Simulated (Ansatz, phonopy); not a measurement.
# BAs (F-43m): a volume series of phonon spectra, part 2 of 2

Aim: how the vibrations of BAs shift with volume, and the expansion that follows.

What experiment has found for this phase:
- volume expansion coefficient 11.55 1e-6/K near room temperature (given in “Basic Physical Properties of Cubic Boron Arsenide (three times its linear coefficient)”, 2019, arxiv:1911.11281)
- volume expansion coefficient 10.8 1e-6/K near room temperature (given in “Thermal expansion coefficients of high thermal conducting BAs and BP materials (three times its linear coefficient)”, 2019, arxiv:1906.04101)

Ansatz 0.2.0; DFT LDA, scalar-relativistic, plane waves, PAW.

So far. Step 9 (Phonons, V/V0 0.985): No mode is imaginary beyond numerical noise at the solved wavevectors. The highest zone-centre mode (no LO–TO term) moved by +1.5 % for a volume change of -1.5 %. Step 10 (Single point at a scaled cell, V/V0 1.03): The run ends at a pressure of -4.08 GPa.

## (11) Lattice dynamics at this volume, V/V0 1.03

The same q-mesh and k-mesh are kept at every volume, so that much of their error can cancel in the differences.

File input.yaml:

```yaml
crystal:
  lattice:
    - [0.0, 2.3894694604, 2.3894694604]
    - [2.3894694604, 0.0, 2.3894694604]
    - [2.3894694604, 2.3894694604, 0.0]
  atoms:
    - { symbol: B, position: [0.0, 0.0, 0.0] }
    - { symbol: As, position: [0.25, 0.25, 0.25] }
kpoints:
  mp_grid: { grid: [12, 12, 12] }
hamiltonian:
  xc: lda
scf:
  occupations: { method: fixed }
output:
  eigenvalues: true
phonons:
  method: dfpt
  dielectric: true
  rigid_motions: translations
  qmesh: [4, 4, 4]
  temperatures: { t_max: 1000, t_step: 50 }
  qpath:
    path:
      - [[0.0, 0.0, 0.0], [-0.5, -0.5, 0.0], [-0.375, -0.375, 0.25]]
      - [[-0.375, 0.0, 0.375], [0.0, 0.0, 0.0], [0.0, 0.0, 0.5], [-0.5, -0.25, 0.25], [-0.5, -0.5, 0.0]]
    npoints: 10
```

Launch:

```bash
$ ansatz run input.yaml --threads 4 --pin off --max-ram 16384MiB --backend cpu --events-out ev --progress --plain --runs-dir out
```

Wall time 1.8 min (4 threads of Arm Neoverse V2, shared host); peak memory 1.8 GiB; 6.7 min of CPU time.

No mode is imaginary beyond numerical noise at the solved wavevectors. The highest zone-centre mode (no LO–TO term) moved by -3.0 % for a volume change of +3.0 %.

## (12) A cell at another volume, V/V0 0.97

The cell differs from the one that the last finished run ended in (a 3.379 → 3.312 Å, b 3.379 → 3.312 Å, c 3.379 → 3.312 Å).

input.yaml, the sections that differ from step 11:

```yaml
crystal:
  lattice:
    - [0.0, 2.3421407345, 2.3421407345]
    - [2.3421407345, 0.0, 2.3421407345]
    - [2.3421407345, 2.3421407345, 0.0]
  atoms:
    - { symbol: B, position: [0.0, 0.0, 0.0] }
    - { symbol: As, position: [0.25, 0.25, 0.25] }
output:
  forces: true
  stress: true
  eigenvalues: true
# kpoints, hamiltonian, scf: as in step 11
# phonons: removed
```

The job ended after 0.6 s (4 threads; peak memory 0.3 GiB; 1.8 s of CPU time).

The run ends at a pressure of 4.77 GPa.

## (13) Lattice dynamics at this volume, V/V0 0.97

input.yaml, the sections that differ from step 12:

```yaml
output:
  eigenvalues: true
phonons:
  method: dfpt
  dielectric: true
  rigid_motions: translations
  qmesh: [4, 4, 4]
  temperatures: { t_max: 1000, t_step: 50 }
  qpath:
    path:
      - [[0.0, 0.0, 0.0], [-0.5, -0.5, 0.0], [-0.375, -0.375, 0.25]]
      - [[-0.375, 0.0, 0.375], [0.0, 0.0, 0.0], [0.0, 0.0, 0.5], [-0.5, -0.25, 0.25], [-0.5, -0.5, 0.0]]
    npoints: 10
# crystal, kpoints, hamiltonian, scf: as in step 12
```

It took 1.7 min on 4 threads; peak memory 1.7 GiB; 6.6 min of CPU time.

LO-TO term included. Phonon branches along the path, in cm⁻¹:

```tsv
point	branch 1	branch 2	branch 3	branch 4	branch 5	branch 6
Γ	0	0	0	722	722	728
halfway	153	153	238	688	688	746
X	192	192	332	668	668	766
halfway	193	214	323	664	669	761
U	192	251	298	657	672	753
jump to K	192	251	298	657	672	753
halfway	135	182	237	697	699	732
Γ	0	0	0	722	722	728
halfway	113	113	231	707	707	733
L	138	138	323	702	702	739
halfway	180	219	299	670	684	743
W	228	262	276	656	670	746
halfway	210	218	314	662	669	756
X	192	192	332	668	668	766
```

No mode is imaginary beyond numerical noise at the solved wavevectors. The highest zone-centre mode (no LO–TO term) moved by +3.1 % for a volume change of -3.0 %.

## (14) A cell at another volume, V/V0 1.05

The cell differs from the one that the last finished run ended in (a 3.312 → 3.401 Å, b 3.312 → 3.401 Å, c 3.312 → 3.401 Å).

input.yaml, the sections that differ from step 13:

```yaml
crystal:
  lattice:
    - [0.0, 2.4048362458, 2.4048362458]
    - [2.4048362458, 0.0, 2.4048362458]
    - [2.4048362458, 2.4048362458, 0.0]
  atoms:
    - { symbol: B, position: [0.0, 0.0, 0.0] }
    - { symbol: As, position: [0.25, 0.25, 0.25] }
output:
  forces: true
  stress: true
  eigenvalues: true
# kpoints, hamiltonian, scf: as in step 13
# phonons: removed
```

The job ended after 0.59 s (4 threads; peak memory 0.3 GiB; 1.8 s of CPU time).

The run ends at a pressure of -6.49 GPa.

## (15) Lattice dynamics at this volume, V/V0 1.05

input.yaml, the sections that differ from step 14:

```yaml
output:
  eigenvalues: true
phonons:
  method: dfpt
  dielectric: true
  rigid_motions: translations
  qmesh: [4, 4, 4]
  temperatures: { t_max: 1000, t_step: 50 }
  qpath:
    path:
      - [[0.0, 0.0, 0.0], [-0.5, -0.5, 0.0], [-0.375, -0.375, 0.25]]
      - [[-0.375, 0.0, 0.375], [0.0, 0.0, 0.0], [0.0, 0.0, 0.5], [-0.5, -0.25, 0.25], [-0.5, -0.5, 0.0]]
    npoints: 10
# crystal, kpoints, hamiltonian, scf: as in step 14
```

The job ended after 1.8 min (4 threads; peak memory 1.8 GiB).

No mode is imaginary beyond numerical noise at the solved wavevectors. The highest zone-centre mode (no LO–TO term) moved by -4.8 % for a volume change of +5.0 %.

## (16) How the modes move with volume

This step: DFT LDA, scalar-relativistic, plane waves, PAW (phonopy 4.10.0).

Numbers from this step:

* share of modes with a negative Grüneisen parameter: 0.012

Mean Grüneisen, by row:

```tsv
T (K)	heat-capacity-weighted mean	root mean square
50	0.395	0.502
100	0.502	0.616
200	0.683	0.805
300	0.792	0.907
500	0.868	0.971
800	0.896	0.995
```

Mean mode Grueneisen parameter against wavenumber:

```tsv
wavenumber (cm⁻¹)	mean mode Grueneisen parameter
12	-
37	0.444
86	0.486
111	0.426
161	0.276
185	0.308
210	0.53
259	0.935
284	0.99
309	1.02
358	-
383	-
432	-
457	-
482	-
531	-
556	-
581	-
630	1.37
655	1.3
704	1.2
729	1.21
```

Volume series, by row:

```tsv
V/V0	V (Å³/atom)	pressure (GPa)	E - E0 (meV/atom)	gap (eV)	zero-point energy (meV/atom)	lowest on the path (cm⁻¹)	highest at Gamma without the LO-TO term (cm⁻¹)
0.97	12.85	4.775	5.778	1.082	85.17	0	721.8
0.985	13.05	2.301	1.413	1.096	83.75	0	710.8
1	13.25	0.009	0	1.11	82.37	0	700
1.015	13.44	-2.116	1.325	1.124	81.02	0	689.5
1.03	13.64	-4.085	5.179	1.137	79.7	0	679.3
1.05	13.91	-6.487	13.95	1.154	77.98	0	666.1
```

Table of optical frequency at Gamma without the LO-TO term, mode 4 by V/V0:

```tsv
V/V0	optical frequency at Gamma without the LO-TO term, mode 4 (cm⁻¹)
0.9700	722
0.9850	711
1.0000	700
1.0150	690
1.0300	679
1.0500	666
```

Grüneisen at points, by row:

```tsv
point	branch	frequency (cm⁻¹)	mode Grüneisen parameter
Γ	4	700	1.01
Γ	6	704.2	1.07
X	1	192.7	-0.02
X	3	321.7	1.01
X	4	640.5	1.41
X	6	741	1.08
U	1	191.3	0.07
U	2	246.3	0.65
U	3	289.7	0.97
U	4	629.8	1.4
U	5	645.1	1.37
U	6	725.3	1.25
K	1	191.3	0.07
K	2	246.3	0.65
K	3	289.7	0.97
K	4	629.8	1.4
K	5	645.1	1.37
K	6	725.3	1.25
L	1	139	-0.18
L	3	312.7	1.08
L	4	677.1	1.19
L	6	713	1.16
W	1	225.1	0.48
W	2	258	0.48
W	3	266.9	1.1
W	4	630.5	1.29
W	5	641.5	1.46
W	6	716.6	1.33
```

## (17) Quasi-harmonic fit by phonopy

This step gave:

| Quantity | Value |
| --- | --- |
| volume expansion coefficient at 300 K | 11.95 1e-6/K |
| isothermal bulk modulus at 300 K | 142.7 GPa |
| C_P at 300 K | 17.12 J/mol-atom/K |
| Grüneisen parameter at 300 K | 0.804 |

Energy (each curve on its own zero) against volume; values in meV/atom:

```tsv
volume (Å³/atom)	static	F at 0 K	F at 300 K	F at 900 K
12.848	5.78	9.28	10	14.5
13.047	1.41	3.5	3.95	6.72
13.245	0	0.71	0.88	1.89
13.444	1.32	0.68	0.57	-0.2
13.643	5.18	3.21	2.8	0.25
13.908	13.9	10.3	9.45	4.49
```

Phonopy-qha, vinet fit of F(V) at each temperature; no electronic free energy. Qha vinet, by row:

```tsv
T (K)	fitted volume (Å³/atom)	alpha_V (1e-6/K)	B_T (GPa)	C_P (J/mol-atom/K)	Grueneisen
100	13.35	2.85	144.1	6.366	0.515
150	13.35	5.19	143.9	9.832	0.6107
200	13.35	7.66	143.6	12.71	0.6963
250	13.36	9.98	143.2	15.15	0.7601
300	13.37	11.95	142.7	17.12	0.8039
350	13.38	13.53	142.2	18.66	0.8338
400	13.39	14.78	141.7	19.85	0.8547
450	13.4	15.77	141.2	20.77	0.8699
500	13.41	16.56	140.6	21.5	0.8812
550	13.42	17.21	140.1	22.08	0.89
600	13.43	17.75	139.5	22.55	0.8969
650	13.44	18.21	138.9	22.93	0.9025
700	13.45	18.6	138.3	23.25	0.9072
750	13.47	18.93	137.8	23.52	0.9112
800	13.48	19.23	137.2	23.75	0.9147
850	13.49	19.5	136.6	23.94	0.9177
```

Volume expansion coefficient, phonopy-qha, Vinet against temperature:

```tsv
temperature (K)	volume expansion coefficient, phonopy-qha, Vinet (1e-6/K)
75	1.71
100	2.85
125	4.01
150	5.19
175	6.42
200	7.66
225	8.86
250	9.98
275	11.0
300	11.9
325	12.8
350	13.5
375	14.2
400	14.8
425	15.3
450	15.8
475	16.2
500	16.6
525	16.9
550	17.2
575	17.5
600	17.8
625	18.0
650	18.2
675	18.4
700	18.6
725	18.8
750	18.9
775	19.1
800	19.2
825	19.4
850	19.5
875	19.6
```

The fit gives a volume expansion of 11.9 × 10⁻⁶/K at 300 K.

## (18) What came out

```
volume expansion coefficient at 300 K  : 11.95 1e-6/K
isothermal bulk modulus at 300 K       : 142.7 GPa
C_P at 300 K                           : 17.12 J/mol-atom/K
Grüneisen parameter at 300 K           : 0.804
mean mode Grüneisen parameter at 300 K : 0.792
```

What this shows: Near room temperature BAs expands by 11.9 × 10⁻⁶/K in volume by LDA, with C_P = 17.1 J/(mol K) per mole of atoms and B_T = 143 GPa. C_P at room temperature is 69 % of the classical 3R an atom, so the stiffest modes are still partly frozen out. A measured volume expansion coefficient near room temperature is 11.55 1e-6/K (arxiv:1911.11281); the calculated 11.9 1e-6/K differs by +3 %. The heat-capacity-weighted Grüneisen parameter goes from 0.395 at 50 K to 0.896 at 800 K. Weighting γ by the density of states and each mode's heat capacity at 300 K, modes below 250 cm⁻¹ give about 26 % of the sum of γC that drives the expansion, those up to 500 cm⁻¹ 22 % and the rest 52 %. Among the labelled points γ is largest for branch 5 at W (642 cm⁻¹, 1.5) and most negative for branch 1 at L (139 cm⁻¹, -0.18). The interpolation has no quadrupole term, so branches near the zone centre are less sure, since this crystal has sites that are not centres of inversion. The PAW files were made for PBE and are used here under another functional, for which the program regenerates the frozen cores.

[Logs are printed without paths, hosts, clocks, repeated set-up lines and the standing remarks that a program may print on its own settings, such as how far it seeks lower states.]

[Hosts, paths, dates, database ids (printed as entryN), source tags and the programs' standing remarks are cut or masked in the printed files.]

[A step with changed settings may run another functional than the one named; its input shows which.]

[Of the runs on displaced cells, only some may be shown.]
